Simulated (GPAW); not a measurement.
# Dielectric function and optical constants of CoBiS3 (model structure)

Aim: the dielectric function of CoBiS3 (model structure), and the optical constants that follow from it. The cell was made here by substitution or stacking, whether or not such a phase is known. It was built so: All O replaced by S in the P4mm structure of CoBiO3. The cell given below was relaxed beforehand with Ansatz.

Program: GPAW 26.7.0. Level of theory: DFT, RPBE, plane-wave PAW (GPAW data sets), scalar-relativistic, RPA, optical limit. Results are calculated unless marked as measured.

## Step 1: Set-up

It takes space group P4mm (No. 99, tetragonal). The conventional cell has a = 4.356 Å, b = 4.356 Å, c = 5.662 Å, α = 90.00°, β = 90.00°, γ = 90.00°. Nearest to Bi lie 8 S at 2.78 to 3.27 Å. Co has 5 S at 2.18 to 2.27 Å nearest. S has 2 Co at 2.27 Å and 2 Bi at 2.78 Å nearest. Nearest to S lie 1 Co at 2.18 Å and 4 Bi at 3.27 Å. All O replaced by S in the P4mm structure of CoBiO3. Farther neighbours and most contacts between anions are not listed.

Structure file:

```
Bi Co S
1.0
     4.35561    0.00000    0.00000
     0.00000    4.35561    0.00000
     0.00000    0.00000    5.66214
Bi Co S
1 1 3
Cartesian
  4.3556 0.0000 0.0751
  2.1778 2.1778 3.3522
  0.0000 2.1778 4.0089
  2.1778 2.1778 1.1731
  2.1778 0.0000 4.0089
```

## Step 2: Ground state

The self-consistent density comes first; it also tells whether there is a gap, which decides the occupations and the need for a Drude term.

This step: DFT, RPBE, plane-wave PAW (GPAW data sets), scalar-relativistic, ground state (GPAW 26.7.0).

File gs.py:

```python
from ase import Atoms
from ase.dft.bandgap import bandgap
from gpaw import GPAW, PW, FermiDirac

atoms = Atoms(['Bi', 'Co', 'S', 'S', 'S'],
              cell=[[4.35561281, 0.00000000, 0.00000000],
                    [0.00000000, 4.35561281, 0.00000000],
                    [0.00000000, 0.00000000, 5.66214055]],
              scaled_positions=[[1.00000000, 0.00000000, 0.01325513],
                                [0.50000000, 0.50000000, 0.59203062],
                                [0.00000000, 0.50000000, 0.70802175],
                                [0.50000000, 0.50000000, 0.20717470],
                                [0.50000000, 0.00000000, 0.70802175]],
              pbc=[True, True, True])
atoms.set_initial_magnetic_moments([0.0, 2.0, 0.0, 0.0, 0.0])
atoms.calc = GPAW(mode=PW(400), xc='RPBE', kpts={'size': (5, 5, 4), 'gamma': True},
                  occupations=FermiDirac(0.05), maxiter=150, txt='gs.txt')
print('energy (eV)', atoms.get_potential_energy())
print('Fermi level (eV)', atoms.calc.get_fermi_level())
print('valence electrons', atoms.calc.get_number_of_electrons())
print('gap (eV)', bandgap(atoms.calc, output=None)[0])
print('direct gap (eV)', bandgap(atoms.calc, direct=True, output=None)[0])
print('moments', atoms.get_magnetic_moments().round(3).tolist())
atoms.calc.write('gs.gpw')
```

Launch:

```console
$ OMP_NUM_THREADS=1 python gs.py
```

Numbers of over 12 decimals in the logs are rounded to 6 here.

What it wrote:

```text
__  _  _
 | _ |_)|_||  |
 |__||  | ||/\| - 26.7.0

Versions:
  Python: 3.12.14
  ASE:    3.29.0
  Numpy:  2.5.5
  Scipy:  1.18.1
  Libxc:  7.0.0

Input parameters:
  mode=PW(ecut=400.0),
  kpts=MonkhorstPack(size=(5, 5, 4), gamma=True),
  maxiter=150,
  occupations=Occupations(name='fermi-dirac', width=0.05, fixmagmom=False),
  xc=XC(name='RPBE')

Diagonalizing LCAO Hamiltonian
Converting LCAO to pw mode
    .----------.
   /|          |
  / |          |
 *  |          |
 | S|   Co     |
 |  |  S       |
 |  |          |
 |  .---S------.
 | /          /
 |/          /
 Bi---------*

Atoms  # Å, Bohr magnetons
|   | symbol |        x |        y |        z |    initial magnetic moments |
| 0 |     Bi | 4.355613 | 0.000000 | 0.075052 | ( 0.0000,  0.0000,  0.0000) |
| 1 |     Co | 2.177806 | 2.177806 | 3.352161 | ( 0.0000,  0.0000,  2.0000) |
| 2 |      S | 0.000000 | 2.177806 | 4.008919 | ( 0.0000,  0.0000,  0.0000) |
| 3 |      S | 2.177806 | 2.177806 | 1.173052 | ( 0.0000,  0.0000,  0.0000) |
| 4 |      S | 2.177806 | 0.000000 | 4.008919 | ( 0.0000,  0.0000,  0.0000) |

Unit cell  # Å
| periodic |        x |        y |        z |  lengths |    angles |
|      yes | 4.355613 | 0.000000 | 0.000000 | 4.355613 | 90.000000 |
|      yes | 0.000000 | 4.355613 | 0.000000 | 4.355613 | 90.000000 |
|      yes | 0.000000 | 0.000000 | 5.662141 | 5.662141 | 90.000000 |

Number of symmetries: 8
Symmetry operations  # r_c * U_cc + t_c -> r_c
|   | kind |            matrix            |
| 0 |  E   |  1, 0, 0,  0, 1, 0,  0, 0, 1 |
| 1 |  σ   |  1, 0, 0,  0,-1, 0,  0, 0, 1 |
| 2 |  σ   |  0, 1, 0,  1, 0, 0,  0, 0, 1 |
| 3 |  C4  |  0, 1, 0, -1, 0, 0,  0, 0, 1 |
| 4 |  C4  |  0,-1, 0,  1, 0, 0,  0, 0, 1 |
| 5 |  σ   |  0,-1, 0, -1, 0, 0,  0, 0, 1 |
| 6 |  σ   | -1, 0, 0,  0, 1, 0,  0, 0, 1 |
| 7 |  C2  | -1, 0, 0,  0,-1, 0,  0, 0, 1 |

BZ-sampling:
  Number of BZ points: 100
  Number of IBZ points: 18

  Monkhorst-Pack size: [5, 5, 4]
  Monkhorst-Pack shift: [0.0, 0.0, 0.125]

K-points  # in reciprocal-cell coordinates
|     |                                coordinates |     weight |
|   0 | (  0.00000000,   0.00000000,   0.00000000) | 0.01000000 |
|   1 | (  0.00000000,   0.00000000,   0.25000000) | 0.02000000 |
|   2 | (  0.00000000,   0.00000000,   0.50000000) | 0.01000000 |
|   3 | (  0.20000000,   0.00000000,   0.00000000) | 0.04000000 |
|   4 | (  0.20000000,   0.00000000,   0.25000000) | 0.08000000 |
|   5 | (  0.20000000,   0.00000000,   0.50000000) | 0.04000000 |
|   6 | (  0.20000000,   0.20000000,   0.00000000) | 0.04000000 |
|   7 | (  0.20000000,   0.20000000,   0.25000000) | 0.08000000 |
|   8 | (  0.20000000,   0.20000000,   0.50000000) | 0.04000000 |
|   9 | (  0.40000000,   0.00000000,   0.00000000) | 0.04000000 |
| ... |                                            |            |
|  17 | (  0.40000000,   0.40000000,   0.50000000) | 0.04000000 |

Plane wave coefficients: 1970
Cutoff: 400.0 eV

Spin-components: 2 (collinear spins)
Bands:           30
Projectors:      27
Spin-degeneracy: 1
Datatype:        complex128

Parallelization:
  kpt:    1
  domain: 1
  band:   1

Density:
  Valence electrons: 42.0
  Components: 2
  Grid points: [21 21 27]
  Charge: 0.0  # |e|

Potential:
  Grid points: [21 21 27]

species:
  Bi:
    name:    Bismuth
    id:
    Z:       83.0
    valence: 15
    core:    68
    charge:  0.0  # [|e|]
    compensation charges:
      type: gauss
      rc: 0.38  # [Å]
      lmax: 2
    cutoffs:
      filter: 2.23  # [Å]
      core: 2.33  # [Å]
    projectors
    | kind |    occ | energy [eV] | rcut [Å] |
    |   6s |  2.000 |     -14.318 |    1.286 |
    |   6p |  3.000 |      -4.518 |    1.275 |
    |   5d | 10.000 |     -27.109 |    1.349 |
    |    s |        |      12.893 |    1.286 |
    |    p |        |      22.694 |    1.275 |
    |    d |        |       0.102 |    1.349 |

    Using partial waves for Bi as LCAO basis

  Co:
    name:    Cobalt
    id:
    Z:       27.0
    valence: 9
    core:    18
    charge:  0.0  # [|e|]
    compensation charges:
      type: gauss
      rc: 0.32  # [Å]
      lmax: 2
    cutoffs:
      filter: 1.87  # [Å]
      core: 2.55  # [Å]
    projectors
    | kind |    occ | energy [eV] | rcut [Å] |
    |   4s |  2.000 |      -5.390 |    1.005 |
    |   4p |  0.000 |      -1.273 |    1.058 |
    |   3d |  7.000 |      -8.145 |    1.005 |
    |    s |        |      21.821 |    1.005 |
    |    p |        |      25.939 |    1.058 |
    |    d |        |      19.066 |    1.005 |

    Using partial waves for Co as LCAO basis

  S:
    name:    Sulfur
    id:
    Z:       16.0
    valence: 6
    core:    10
    charge:  0.0  # [|e|]
    compensation charges:
      type: gauss
      rc: 0.24  # [Å]
      lmax: 2
    cutoffs:
      filter: 1.77  # [Å]
      core: 1.66  # [Å]
    projectors
    | kind |    occ | energy [eV] | rcut [Å] |
    |   3s |  2.000 |     -17.247 |    0.974 |
    |   3p |  4.000 |      -6.991 |    0.979 |
    |    s |        |       9.964 |    0.974 |
    |    p |        |      20.220 |    0.979 |
    |    d |        |       0.000 |    0.900 |

    Using partial waves for S as LCAO basis

Reference energy: -655356.527949  # eV

eigensolver:
  PPCG
  Converge bands: occupied
  niter=2

density mixing:
  MSR1-Mixer
  Pratt-step length: 0.05
  Maximum mixing coefficient: 0.75
  Old densities: 10
  SVD Regularization: 0.005
  Good broyden scale: 1.0
  Trust region scale: 1.0
  Backstep threshold: 4.0
  History deletion threshold: 6.0
  Fourier metric: weight=20.0, sigma=0.015

occupation numbers:
  Fermi-Dirac:
    width: 0.0500  # eV

poisson solver:
  ecut: 3200.0  # eV

xc functional:
  name: RPBE with 2 nearest neighbor stencil

convergence criteria:
- Maximum [total energy] change in last 3 cyles: 0.0005 eV / valence electron
- Maximum integral of absolute [dens]ity change: 0.0001 electrons / valence electron
- Maximum integral of absolute [eigenst]ate change: 4e-08 eV^2 / valence electron
maximum number of iterations: 150

SCF iterations
|iter     |      energy | eigst |  dens |  magmom |
|iter:   1||  -24.929969 | +0.06 |       |  +2.0017|
|iter:   2||  -24.196269 | -1.35 | -0.95 |  +1.9696|
|iter:   3||  -23.698344 | -2.11 | -1.06 |  +1.9359|
|iter:   4||  -23.569846 | -2.02 | -1.19 |  +1.8976|
|iter:   5||  -23.501186 | -2.59 | -1.31 |  +1.8455|
|iter:   6||  -23.540614 | -2.81 | -1.53 |  +1.7559|
|iter:   7||  -23.557604 | -3.10 | -1.83 |  +1.6514|
|iter:   8||  -23.563550 | -3.26 | -2.07 |  +1.5137|
|iter:   9||  -23.572449c| -3.42 | -2.21 |  +1.3037|
|iter:  10||  -23.582160c| -3.52 | -2.16 |  +1.0405|
|iter:  11||  -23.590040c| -3.59 | -2.17 |  +0.7957|
|iter:  12||  -23.591653c| -4.20 | -2.61 |  +0.7125|
|iter:  13||  -23.593696c| -4.21 | -2.90 |  +0.5832|
|iter:  14||  -23.597129c| -4.07 | -2.82 |  +0.4409|
|iter:  15||  -23.595227c| -4.51 | -2.74 |  +0.5104|
|iter:  16||  -23.597595c| -4.35 | -2.82 |  +0.4010|
|iter:  17||  -23.594035c| -4.07 | -2.75 |  +0.5511|
|iter:  18||  -23.599120c| -3.72 | -2.78 |  +0.3174|
|iter:  19||  -23.600177c| -4.16 | -2.85 |  +0.2321|
|iter:  20||  -23.599336c| -3.94 | -3.27 |  +0.0650|
|iter:  21||  -23.599823c| -4.67 | -2.81 |  +0.1233|
|iter:  22||  -23.599992c| -5.21 | -3.25 |  +0.1624|
|iter:  23||  -23.600025c| -6.33 | -3.75 |  +0.1716|
|iter:  24||  -23.600017c| -6.90 | -4.11c|  +0.1679|
|iter:  25||  -23.600018c| -7.62c| -4.34c|  +0.1705|

Converged in 25 steps
SCF loop duration: 88.363 s (3.535 s/step)
Energy contributions relative to reference atoms: (reference = -655356.527949)

Energy contributions:
  Kinetic:          36.547218
  Coulomb:         -34.226438
  Zero:             -0.950042
  External:          0.000000
  Xc:              -24.952928
  Entropy:          -0.035654
  Spinorbit:         0.000000
  ----------------------------
  Free energy:     -23.617844
  Extrapolated:    -23.600018

dipole moment: (-30.907419, -30.907419, -20.738003)  # |e|*Ang

Total magnetic moment: (0.000000, 0.000000, 0.170531)

Local magnetic moments
|        x |        y |        z |
| 0.000000 | 0.000000 | 0.000032 |  # Bi   0
| 0.000000 | 0.000000 | 0.120951 |  # Co   1
| 0.000000 | 0.000000 | 0.005707 |  # S    2
| 0.000000 | 0.000000 | 0.011241 |  # S    3
| 0.000000 | 0.000000 | 0.005707 |  # S    4

Fermi level: 5.989
Eigenvalues  # (at kpt = [0.000, 0.000, 0.000])
| band index |      eig [eV] | occ [0-1] |      eig [eV] | occ [0-1] |
|          0 |       -17.501 |     1.000 |       -17.501 |     1.000 |
|        ... |               |           |               |           |
|         13 |         3.310 |     1.000 |         3.352 |     1.000 |
|         14 |         3.390 |     1.000 |         3.454 |     1.000 |
|         15 |         3.390 |     1.000 |         3.454 |     1.000 |
|         16 |         4.340 |     1.000 |         4.416 |     1.000 |
|         17 |         4.825 |     1.000 |         4.846 |     1.000 |
|         18 |         4.825 |     1.000 |         4.846 |     1.000 |
|         19 |         5.863 |     0.925 |         5.945 |     0.707 |
|         20 |         5.863 |     0.925 |         5.945 |     0.707 |
|         21 |         6.261 |     0.004 |         6.345 |     0.001 |
|         22 |         6.324 |     0.001 |         6.372 |     0.000 |
|         23 |         7.550 |     0.000 |         7.571 |     0.000 |
|         24 |         8.893 |     0.000 |         8.912 |     0.000 |
|         25 |         8.893 |     0.000 |         8.912 |     0.000 |
|         26 |        10.042 |     0.000 |        10.069 |     0.000 |
|         27 |        11.472 |     0.000 |        11.479 |     0.000 |
|         28 |        13.293 |     0.000 |        13.294 |     0.000 |
|         29 |        13.307 |     0.000 |        13.326 |     0.000 |

No gap
No difference between direct/indirect transitions

--- standard output ---
energy (eV) -23.600018
Fermi level (eV) 5.988918
valence electrons 42.0
gap (eV) 0.0
direct gap (eV) 0.0
moments [0.0, 0.121, 0.006, 0.011, 0.006]
```

Wall time 90 s (1 thread of Arm Neoverse V2, shared host); peak memory 0.2 GiB.

This step gave:

```
energy       : -23.60 eV
Fermi energy : 5.989 eV
electrons    : 42
site moments : 0, 0.121, 0.006, 0.011, 0.006 μB
```

There are states at the Fermi level within the smearing, so the occupations stay smeared and the carriers get a Drude term.

## Step 3: Bands for the response

The response needs many more empty bands than the density does.

This step: DFT, RPBE, plane-wave PAW (GPAW data sets), scalar-relativistic, bands at fixed density (GPAW 26.7.0).

File nscf.py:

```python
from ase.dft.bandgap import bandgap
from gpaw import GPAW, FermiDirac

calc = GPAW('gs.gpw').fixed_density(kpts={'size': (8, 8, 6), 'gamma': True}, nbands=46, convergence={'bands': 40},
                                    occupations=FermiDirac(0.05), txt='nscf.txt')
print('gap (eV)', bandgap(calc, output=None)[0])
print('direct gap (eV)', bandgap(calc, direct=True, output=None)[0])
calc.write('full.gpw', mode='all')
```

Launch:

```console
$ OMP_NUM_THREADS=1 python nscf.py
```

What it wrote:

```text
Diagonalizing LCAO Hamiltonian
Converting LCAO to pw mode
convergence criteria:
- Maximum integral of absolute [eigenst]ate change: 4e-08 eV^2 / valence electron
maximum number of iterations: 150

SCF iterations
|iter     |      energy | eigst |  dens |  magmom |
|iter:   1||             | +2.72 |       |  +0.1705|
|iter:   2||             | +1.54 |       |  +0.1705|
|iter:   3||             | +0.73 |       |  +0.1705|
|iter:   4||             | -0.24 |       |  +0.1705|
|iter:   5||             | -0.95 |       |  +0.1705|
|iter:   6||             | -1.74 |       |  +0.1705|
|iter:   7||             | -2.36 |       |  +0.1705|
|iter:   8||             | -3.11 |       |  +0.1705|
|iter:   9||             | -3.74 |       |  +0.1705|
|iter:  10||             | -4.45 |       |  +0.1705|
|iter:  11||             | -5.07 |       |  +0.1705|
|iter:  12||             | -5.76 |       |  +0.1705|
|iter:  13||             | -6.36 |       |  +0.1705|
|iter:  14||             | -6.96 |       |  +0.1705|
|iter:  15||             | -7.38 |       |  +0.1705|
|iter:  16||             | -7.79c|       |  +0.1705|
SCF steps: 16
  __  _  _
 | _ |_)|_||  |
 |__||  | ||/\| - 26.7.0

Versions:
  Python: 3.12.14
  ASE:    3.29.0
  Numpy:  2.5.5
  Scipy:  1.18.1
  Libxc:  7.0.0

Input parameters:
  mode=PW(ecut=400.0),
  convergence={'bands': 40},
  gpts=array([21, 21, 27]),
  kpts=MonkhorstPack(size=(8, 8, 6), gamma=True),
  maxiter=150,
  nbands=46,
  occupations=Occupations(name='fermi-dirac', width=0.05, fixmagmom=False),
  parallel={},
  xc=XC(name='RPBE')

--- standard output ---
gap (eV) 0.0
direct gap (eV) 0.0
```

Elapsed: 4.2 min, on 1 thread; peak memory 0.38 GiB.

(Continued in part 2 of 2.)

[Machine, clock and banner lines and Python warnings are left out of the logs.]

[Logs are printed without paths, hosts, clocks, repeated set-up lines and the standing remarks that a program may print on its own settings, such as how far it seeks lower states.]

[Hosts, paths, dates, database ids (printed as entryN), source tags and the programs' standing remarks are cut or masked in the printed files.]
